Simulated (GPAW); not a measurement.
**Li/Rh(111): work function by functional and basis**

Aim: the work function of both faces of Li/Rh(111), and its spread over functionals and bases.

Calculated with GPAW 26.7.0; GPAW, PAW setups; slab in vacuum, relaxation, in the first sound run; inputs show where later runs differ.

## 1. The starting structure

The cell holds 5 atoms: 4 Rh and 1 Li. Cell: a = 2.687 Å, b = 2.687 Å, c = 24.890 Å, α = 90.0°, β = 90.0°, γ = 60.0°. Vacuum lies along c.

## 2. Relaxation

The atoms are relaxed first, since the surface dipole, and with it the work function, follows the positions of the outer layers. The lowest 2 atoms are held at bulk positions and keep their forces.

Input file run.py:

```python
import json
import numpy as np
from ase import Atoms
from ase.constraints import FixAtoms
from ase.optimize import BFGS
from gpaw import GPAW, PW

slab = Atoms(
    ['Rh', 'Rh', 'Rh', 'Rh', 'Li'],
    positions=[
        [0.00000, 0.00000, 8.00000],
        [1.34350, 0.77567, 10.19393],
        [2.68701, 1.55134, 12.38786],
        [0.00000, 0.00000, 14.58179],
        [1.34350, 0.77567, 16.88989]],
    cell=[[2.68701, 0.0, 0.0], [1.3435, 2.32702, 0.0], [0.0, 0.0, 24.88989]],
    pbc=[True, True, False])

slab.calc = GPAW(mode=PW(400), xc='PBE', kpts={'size': (13, 13, 1), 'gamma': True},
                 occupations={'name': 'fermi-dirac', 'width': 0.1}, nbands='300%',
                 convergence={'density': 1e-05}, maxiter=200,
                 poissonsolver={'dipolelayer': 'xy'},
                 symmetry={'tolerance': 1e-3, 'extra_ids': [1, 1, 0, 0, 0]}, txt='slab.txt')
result = {}
slab.set_constraint(FixAtoms([0, 1]))
path = []
opt = BFGS(slab, maxstep=0.2)
opt.attach(lambda: path.append((slab.get_potential_energy(), slab.positions.tolist(), slab.get_forces().tolist())))
result['relaxed'] = bool(opt.run(fmax=0.03, steps=40))
result['path'] = path
energy = slab.get_potential_energy()
fermi = slab.calc.get_fermi_level()
v = slab.calc.get_electrostatic_potential().mean((0, 1)) - fermi
n = slab.calc.get_pseudo_density().mean((0, 1))
L = slab.cell[2, 2]
z = np.arange(len(v)) * L / len(v)
low, high = slab.positions[:, 2].min(), slab.positions[:, 2].max()
below, above = np.interp([low - 5.8, high + 5.8], z, v)
slopes = [np.interp(x, z, np.gradient(v, z)) for x in (low - 5.8, high + 5.8)]
eps = np.array([[slab.calc.get_eigenvalues(k, s) for k in range(len(slab.calc.get_ibz_k_points()))]
                for s in range(slab.calc.get_number_of_spins())]) - fermi
top, bottom = eps[eps < 0].max(), eps[eps > 0].min()
dipole = slab.get_dipole_moment()[2]
print(f'energy {energy:.4f} eV, Fermi level {fermi:.4f} eV, dipole {dipole:.5f} e A')
print(f'potential 5.8 A off the faces, from the Fermi level: lower {below:.4f} eV, upper {above:.4f} eV')
print(f'slope of the potential there: lower {slopes[0]:.5f}, upper {slopes[1]:.5f} eV/A')
print(f'nearest levels on the mesh: {top:.4f} and {bottom:.4f} eV')
print('magnetic moment', round(slab.get_magnetic_moment(), 3))
result.update(energy=energy, fermi=fermi, dipole=dipole, below=below, above=above, slopes=slopes, edges=[top, bottom],
              z=z.tolist(), v=v.tolist(), n=n.tolist(), positions=slab.positions.tolist(),
              forces=slab.get_forces(apply_constraint=False).tolist(), moments=slab.get_magnetic_moments().tolist())
json.dump(result, open('result.json', 'w'))
```

Command:

```console
$ OMP_NUM_THREADS=1 OPENBLAS_NUM_THREADS=1 python run.py
```

What it wrote:

```text
Step          Energy          fmax
BFGS:    0      -30.097954        0.769484
BFGS:    1      -30.109615        0.664761
BFGS:    2      -30.158754        0.411687
BFGS:    3      -30.161837        0.367297
BFGS:    4      -30.170743        0.128226
BFGS:    5      -30.171373        0.064550
BFGS:    6      -30.171572        0.067785
BFGS:    7      -30.172095        0.091435
BFGS:    8      -30.173032        0.107090
BFGS:    9      -30.174388        0.088758
BFGS:   10      -30.174916        0.049110
BFGS:   11      -30.175067        0.004719
energy -30.0614 eV, Fermi level 1.8488 eV, dipole 0.05011 e A
potential 5.8 A off the faces, from the Fermi level: lower 5.1540 eV, upper 3.6976 eV
slope of the potential there: lower 0.00024, upper 0.00100 eV/A
nearest levels on the mesh: -0.0030 and 0.0218 eV
magnetic moment 0.0
```

Wall time 35 min (1 thread of Intel Xeon Platinum 8259CL at 2.50GHz (Skylake/Cascade Lake), shared host); peak memory 0.27 GiB.

Step by step:

```tsv
step	energy less that of the first step (eV)	largest force (eV/Å)
1	0.0000	0.7695
2	-0.0117	0.6648
3	-0.0605	0.4117
4	-0.0635	0.3673
5	-0.0720	0.1282
6	-0.0726	0.0645
7	-0.0729	0.0678
8	-0.0735	0.0914
9	-0.0746	0.1071
10	-0.0764	0.0888
11	-0.0771	0.0491
12	-0.0773	0.0047
```

The atoms that moved most (Å):

```tsv
atom	dx	dy	dz	length
Li5	0.000	0.000	-0.172	0.172
Rh4	0.000	0.000	0.067	0.067
Rh3	0.000	0.000	0.020	0.020
```

The relaxed structure:

```xyz
5
Lattice="2.6870 0.0000 0.0000 1.3435 2.3270 0.0000 0.0000 0.0000 24.8899" Properties=species:S:1:pos:R:3
Rh    0.0000    0.0000    8.0000
Rh    1.3435    0.7757   10.1939
Rh    2.6870    1.5513   12.4074
Rh    0.0000    0.0000   14.6485
Li    1.3435    0.7757   16.7174
```

This step gave:

```
dipole along the normal                    : 0.05011 e·Å
levels nearest the Fermi level on the mesh : -0.003034, 0.02183 eV from the Fermi level
upper work function                        : 3.698 eV
lower work function                        : 5.154 eV
```

The electrostatic potential energy of an electron (without an applied field's), less the Fermi level, planar mean oscillates, so the rows of the table below give means over windows of 2.28 Å about each position, cut where the curve ends. Its maxima inside the range that stand out by 2 % of the span (Å: eV): 1.8: 5.15, 9.1: -0.661, 11.3: -0.648, 13.6: -0.346, 15.9: 0.771. Its minima: 8.0: -25.8, 10.2: -26.2, 12.4: -26.0, 14.6: -25.8, 16.8: -4.81.

Electrostatic potential energy of an electron (without an applied field's), less the Fermi level, planar mean against z; means over each step:

z (Å), electrostatic potential energy of an electron (without an applied field's), less the Fermi level, planar mean (eV) and a bar from the least value:
```
     1.14        5.1 ##############################
     3.42        5.2 ##############################
     5.70        4.7 #############################
     7.98      -10.8 #
    10.26      -11.4 
    12.54      -11.3 
    14.82      -10.8 #
    17.10       -1.3 ##################
    19.38        3.4 ###########################
    21.66        3.7 ###########################
    23.94        3.7 ###########################
```

The pseudo valence density, planar mean oscillates, so the rows of the table below give means over windows of 2.28 Å about each position, cut where the curve ends. Its maxima inside the range that stand out by 2 % of the span (Å: e/Å³): 8.1: 2.48, 10.2: 2.59, 12.4: 2.58, 14.7: 2.50. Its minima: 9.1: 0.324, 11.2: 0.324, 13.5: 0.299.

Table of pseudo valence density, planar mean by z; means over each step:

z (Å), pseudo valence density, planar mean (e/Å³) and a bar:
```
     3.42       0.00 
     5.70       0.02 #
     7.98       1.04 #############################
    10.26       1.06 ##############################
    12.54       1.06 ##############################
    14.82       1.04 #############################
    17.10       0.06 ##
    19.38       0.01 
    21.66       0.00
```

The relaxation lowered the energy of the cell by 0.0773 eV (energies extrapolated to zero smearing; the optimiser's log prints free energies). The largest force left on a free atom is 0.0047 eV/Å.

## 3. The slab's potential

The work function is the vacuum plateau of the electrostatic potential less the Fermi level; a dipole layer lets the two faces have plateaus of their own.

This step: GPAW, PAW setups; slab in vacuum (GPAW 26.7.0).

Edit run.py of step 2 so:

```diff
@@ -3,4 +3,2 @@
 from ase import Atoms
-from ase.constraints import FixAtoms
-from ase.optimize import BFGS
 from gpaw import GPAW, PW
@@ -12,5 +10,5 @@
         [1.34350, 0.77567, 10.19393],
-        [2.68701, 1.55134, 12.38786],
-        [0.00000, 0.00000, 14.58179],
-        [1.34350, 0.77567, 16.88989]],
+        [2.68701, 1.55134, 12.40739],
+        [0.00000, 0.00000, 14.64847],
+        [1.34350, 0.77567, 16.71739]],
     cell=[[2.68701, 0.0, 0.0], [1.3435, 2.32702, 0.0], [0.0, 0.0, 24.88989]],
@@ -22,10 +20,4 @@
                  poissonsolver={'dipolelayer': 'xy'},
-                 symmetry={'tolerance': 1e-3, 'extra_ids': [1, 1, 0, 0, 0]}, txt='slab.txt')
+                 symmetry={'tolerance': 1e-3}, txt='slab.txt')
 result = {}
-slab.set_constraint(FixAtoms([0, 1]))
-path = []
-opt = BFGS(slab, maxstep=0.2)
-opt.attach(lambda: path.append((slab.get_potential_energy(), slab.positions.tolist(), slab.get_forces().tolist())))
-result['relaxed'] = bool(opt.run(fmax=0.03, steps=40))
-result['path'] = path
 energy = slab.get_potential_energy()
```

What it wrote:

```text
energy -30.0614 eV, Fermi level 1.8489 eV, dipole 0.05015 e A
potential 5.8 A off the faces, from the Fermi level: lower 5.1536 eV, upper 3.6975 eV
slope of the potential there: lower 0.00027, upper 0.00101 eV/A
nearest levels on the mesh: -0.0030 and 0.0218 eV
magnetic moment 0.0
```

The job ended after 4.9 min (1 thread; peak memory 0.27 GiB).

This step gave:

```
dipole along the normal                    : 0.05015 e·Å
levels nearest the Fermi level on the mesh : -0.003037, 0.02182 eV from the Fermi level
```

Electrostatic potential energy of an electron (without an applied field's), less the Fermi level, planar mean against z:

```tsv
z (Å)	electrostatic potential energy of an electron (without an applied field's), less the Fermi level, planar mean (eV)
0.0	4.43
0.5	5.15
1.0	5.15
1.5	5.15
2.0	5.15
2.5	5.15
3.0	5.15
3.5	5.15
4.0	5.15
4.5	5.15
5.0	5.13
5.5	5.07
6.0	4.84
6.5	3.97
7.0	0.633
7.5	-11.5
8.0	-25.8
8.5	-11.6
9.0	-0.904
9.5	-5.87
10.0	-23.1
10.5	-19.5
11.0	-3.33
11.5	-1.81
12.0	-15.5
12.5	-25.2
13.0	-8.73
13.5	-0.356
14.0	-6.62
14.5	-24.0
15.0	-17.2
15.5	-1.94
16.0	0.464
16.5	-3.59
17.0	-3.88
17.5	-0.288
18.0	1.87
18.5	2.93
19.0	3.39
19.5	3.58
20.0	3.66
20.5	3.68
21.0	3.69
21.5	3.70
22.0	3.70
22.5	3.70
23.0	3.70
23.5	3.70
24.0	3.70
24.5	3.73
```

The pseudo valence density, planar mean oscillates, so the rows of the table below give means over windows of 2.28 Å about each position, cut where the curve ends. Its maxima inside the range that stand out by 2 % of the span (Å: e/Å³): 8.1: 2.48, 10.2: 2.59, 12.4: 2.58, 14.7: 2.50. Its minima: 9.1: 0.324, 11.2: 0.324, 13.5: 0.299.

Pseudo valence density, planar mean against z; means over each step:

z (Å), pseudo valence density, planar mean (e/Å³) and a bar:
```
     3.42       0.00 
     5.70       0.02 #
     7.98       1.04 #############################
    10.26       1.06 ##############################
    12.54       1.06 ##############################
    14.82       1.04 #############################
    17.10       0.06 ##
    19.38       0.01 
    21.66       0.00
```

The potential is flat to 0.001 eV/Å where it is read, so the vacuum is wide enough.

## 4. Self-consistent run: xc = "LDA"

The same geometry under LDA, to see how far the functional moves the levels against the vacuum.

Edit run.py of step 3 so:

```diff
@@ -16,3 +16,3 @@
 
-slab.calc = GPAW(mode=PW(400), xc='PBE', kpts={'size': (13, 13, 1), 'gamma': True},
+slab.calc = GPAW(mode=PW(400), xc='LDA', kpts={'size': (13, 13, 1), 'gamma': True},
                  occupations={'name': 'fermi-dirac', 'width': 0.1}, nbands='300%',
```

What it wrote:

```text
energy -35.6381 eV, Fermi level 1.5974 eV, dipole 0.06070 e A
potential 5.8 A off the faces, from the Fermi level: lower 5.5437 eV, upper 3.7824 eV
slope of the potential there: lower 0.00026, upper 0.00109 eV/A
nearest levels on the mesh: -0.0004 and 0.0016 eV
magnetic moment 0.0
```

Run time: 4.7 min. Hardware: 1 thread; peak memory 0.26 GiB.

This step gave:

```
dipole along the normal                    : 0.06070 e·Å
levels nearest the Fermi level on the mesh : -4.11e-4, 0.001576 eV from the Fermi level
upper work function                        : 3.782 eV
lower work function                        : 5.544 eV
```

The electrostatic potential energy of an electron (without an applied field's), less the Fermi level, planar mean by z:

```tsv
z (Å)	electrostatic potential energy of an electron (without an applied field's), less the Fermi level, planar mean (eV)
0.0	4.66
0.5	5.54
1.0	5.54
1.5	5.54
2.0	5.54
2.5	5.54
3.0	5.54
3.5	5.54
4.0	5.54
4.5	5.54
5.0	5.52
5.5	5.46
6.0	5.24
6.5	4.36
7.0	0.987
7.5	-11.2
8.0	-25.5
8.5	-11.3
9.0	-0.528
9.5	-5.53
10.0	-22.9
10.5	-19.2
11.0	-2.97
11.5	-1.44
12.0	-15.2
12.5	-25.0
13.0	-8.41
13.5	0.0217
14.0	-6.29
14.5	-23.8
15.0	-17.0
15.5	-1.62
16.0	0.757
16.5	-3.36
17.0	-3.72
17.5	-0.181
18.0	1.94
18.5	2.99
19.0	3.47
19.5	3.66
20.0	3.74
20.5	3.77
21.0	3.78
21.5	3.78
22.0	3.78
22.5	3.78
23.0	3.78
23.5	3.78
24.0	3.78
24.5	3.82
```

The pseudo valence density, planar mean oscillates, so the rows of the table below give means over windows of 2.28 Å about each position, cut where the curve ends. Its maxima inside the range that stand out by 2 % of the span (Å: e/Å³): 8.1: 2.47, 10.2: 2.58, 12.4: 2.58, 14.7: 2.50. Its minima: 9.1: 0.326, 11.2: 0.326, 13.5: 0.301.

Table of pseudo valence density, planar mean by z; means over each step:

```tsv
z (Å)	pseudo valence density, planar mean (e/Å³)
3.42	4.2e-5
5.70	0.0197
7.98	1.04
10.26	1.06
12.54	1.06
14.82	1.04
17.10	0.0582
19.38	0.00503
21.66	7.9e-5
```

Force by atom:

```tsv
atom	x (eV/Å)	y (eV/Å)	z (eV/Å)	size
Rh1	0.000	0.000	0.728	0.728
Rh2	0.000	0.000	-0.057	0.057
Rh3	0.000	0.000	-0.029	0.029
Rh4	0.000	0.000	-0.391	0.391
Li5	0.000	0.000	-0.250	0.250
```

The upper face's work function is 3.782 eV, against 3.698 eV in the first plane-wave PBE run at this geometry.

## 5. Self-consistent run: xc = "RPBE"

The same geometry under RPBE, to see how far the functional moves the levels against the vacuum.

Edit run.py of step 4 so:

```diff
@@ -16,3 +16,3 @@
 
-slab.calc = GPAW(mode=PW(400), xc='LDA', kpts={'size': (13, 13, 1), 'gamma': True},
+slab.calc = GPAW(mode=PW(400), xc='RPBE', kpts={'size': (13, 13, 1), 'gamma': True},
                  occupations={'name': 'fermi-dirac', 'width': 0.1}, nbands='300%',
```

What it wrote:

```text
energy -27.4320 eV, Fermi level 1.9459 eV, dipole 0.04571 e A
potential 5.8 A off the faces, from the Fermi level: lower 4.9784 eV, upper 3.6507 eV
slope of the potential there: lower 0.00027, upper 0.00102 eV/A
nearest levels on the mesh: -0.0063 and 0.0178 eV
magnetic moment 0.0
```

It took 4.7 min on 1 thread; peak memory 0.27 GiB.

This step gave:

```yaml
dipole_along_the_normal: 0.04571 e·Å
levels_nearest_the_fermi_level_on_the_mesh: -0.006347, 0.01784 eV from the Fermi level
upper_work_function: 3.651 eV
lower_work_function: 4.978 eV
```

The upper face's work function is 3.651 eV, against 3.698 eV in the first plane-wave PBE run at this geometry.

## 6. OptPBE vdW: xc = "optPBE-vdW"

The same geometry under optPBE-vdW, to see how far the functional moves the levels against the vacuum (the van der Waals functionals take revPBE setups).

Edit run.py of step 5 so:

```diff
@@ -16,3 +16,3 @@
 
-slab.calc = GPAW(mode=PW(400), xc='RPBE', kpts={'size': (13, 13, 1), 'gamma': True},
+slab.calc = GPAW(mode=PW(400), xc='optPBE-vdW', kpts={'size': (13, 13, 1), 'gamma': True},
                  occupations={'name': 'fermi-dirac', 'width': 0.1}, nbands='300%',
```

What it wrote:

```text
energy -88.1236 eV, Fermi level 1.7802 eV, dipole 0.05272 e A
potential 5.8 A off the faces, from the Fermi level: lower 5.3093 eV, upper 3.7789 eV
slope of the potential there: lower 0.00025, upper 0.00151 eV/A
nearest levels on the mesh: -0.0074 and 0.0138 eV
magnetic moment 0.0
```

The job ended after 5.2 min (1 thread; peak memory 0.39 GiB).

Numbers from this step:

| Item | Value |
| --- | --- |
| dipole along the normal | 0.05272 e·Å |
| levels nearest the Fermi level on the mesh | -0.007415, 0.01379 eV from the Fermi level |
| upper work function | 3.779 eV |
| lower work function | 5.309 eV |

The electrostatic potential energy of an electron (without an applied field's), less the Fermi level, planar mean oscillates, so the rows of the table below give means over windows of 2.28 Å about each position, cut where the curve ends. Its maxima inside the range that stand out by 2 % of the span (Å: eV): 1.8: 5.31, 9.1: -0.760, 11.3: -0.744, 13.6: -0.454, 15.9: 0.703. Its minima: 8.0: -25.7, 10.2: -26.0, 12.4: -25.9, 14.6: -25.7, 16.8: -4.84.

The electrostatic potential energy of an electron (without an applied field's), less the Fermi level, planar mean by z; means over each step:

```tsv
z (Å)	electrostatic potential energy of an electron (without an applied field's), less the Fermi level, planar mean (eV)
1.14	5.25
3.42	5.31
5.70	4.78
7.98	-10.8
10.26	-11.4
12.54	-11.3
14.82	-10.8
17.10	-1.29
19.38	3.46
21.66	3.77
23.94	3.82
```

The upper face's work function is 3.779 eV, against 3.698 eV in the first plane-wave PBE run at this geometry.

## 7. Self-consistent run: xc = "vdW-DF2"

The same geometry under vdW-DF2, to see how far the functional moves the levels against the vacuum (the van der Waals functionals take revPBE setups).

Edit run.py of step 6 so:

```diff
@@ -16,3 +16,3 @@
 
-slab.calc = GPAW(mode=PW(400), xc='optPBE-vdW', kpts={'size': (13, 13, 1), 'gamma': True},
+slab.calc = GPAW(mode=PW(400), xc='vdW-DF2', kpts={'size': (13, 13, 1), 'gamma': True},
                  occupations={'name': 'fermi-dirac', 'width': 0.1}, nbands='300%',
```

What it wrote:

```text
energy -385.1920 eV, Fermi level 1.8176 eV, dipole 0.05729 e A
potential 5.8 A off the faces, from the Fermi level: lower 5.4345 eV, upper 3.7719 eV
slope of the potential there: lower 0.00015, upper 0.00175 eV/A
nearest levels on the mesh: -0.0095 and 0.0091 eV
magnetic moment 0.0
```

Run time: 7.1 min. Hardware: 1 thread; peak memory 0.39 GiB.

This step gave:

```yaml
dipole_along_the_normal: 0.05729 e·Å
levels_nearest_the_fermi_level_on_the_mesh: -0.009534, 0.009118 eV from the Fermi level
upper_work_function: 3.772 eV
lower_work_function: 5.435 eV
```

The upper face's work function is 3.772 eV, against 3.698 eV in the first plane-wave PBE run at this geometry.

## 8. Self-consistent run: xc = "revPBE"

The same geometry under revPBE, to see how far the functional moves the levels against the vacuum.

Edit run.py of step 7 so:

```diff
@@ -16,3 +16,3 @@
 
-slab.calc = GPAW(mode=PW(400), xc='vdW-DF2', kpts={'size': (13, 13, 1), 'gamma': True},
+slab.calc = GPAW(mode=PW(400), xc='revPBE', kpts={'size': (13, 13, 1), 'gamma': True},
                  occupations={'name': 'fermi-dirac', 'width': 0.1}, nbands='300%',
```

What it wrote:

```text
energy -27.9324 eV, Fermi level 1.9310 eV, dipole 0.04660 e A
potential 5.8 A off the faces, from the Fermi level: lower 5.0025 eV, upper 3.6492 eV
slope of the potential there: lower 0.00021, upper 0.00101 eV/A
nearest levels on the mesh: -0.0054 and 0.0188 eV
magnetic moment 0.0
```

It took 5.5 min on 1 thread; peak memory 0.27 GiB.

This step gave:

| Item | Value |
| --- | --- |
| dipole along the normal | 0.04660 e·Å |
| levels nearest the Fermi level on the mesh | -0.005430, 0.01883 eV from the Fermi level |
| upper work function | 3.649 eV |
| lower work function | 5.003 eV |

The electrostatic potential energy of an electron (without an applied field's), less the Fermi level, planar mean oscillates, so the rows of the table below give means over windows of 2.28 Å about each position, cut where the curve ends. Its maxima inside the range that stand out by 2 % of the span (Å: eV): 1.8: 5.00, 9.1: -0.736, 11.3: -0.723, 13.6: -0.422, 15.9: 0.669. Its minima: 8.0: -25.9, 10.2: -26.2, 12.4: -26.1, 14.6: -25.9, 16.8: -4.92.

Table of electrostatic potential energy of an electron (without an applied field's), less the Fermi level, planar mean by z; means over each step:

z (Å), electrostatic potential energy of an electron (without an applied field's), less the Fermi level, planar mean (eV) and a bar from the least value:
```
     1.14        4.9 ##############################
     3.42        5.0 ##############################
     5.70        4.5 #############################
     7.98      -10.9 #
    10.26      -11.5 
    12.54      -11.4 
    14.82      -10.9 #
    17.10       -1.4 ##################
    19.38        3.4 ###########################
    21.66        3.6 ############################
    23.94        3.7 ############################
```

The upper face's work function is 3.649 eV, against 3.698 eV in the first plane-wave PBE run at this geometry.

(Continued in part 2 of 2.)

[Logs are printed without paths, hosts, clocks, repeated set-up lines and the standing remarks that a program may print on its own settings, such as how far it seeks lower states.]

[Hosts, paths, dates, database ids (printed as entryN), source tags and the programs' standing remarks are cut or masked in the printed files.]
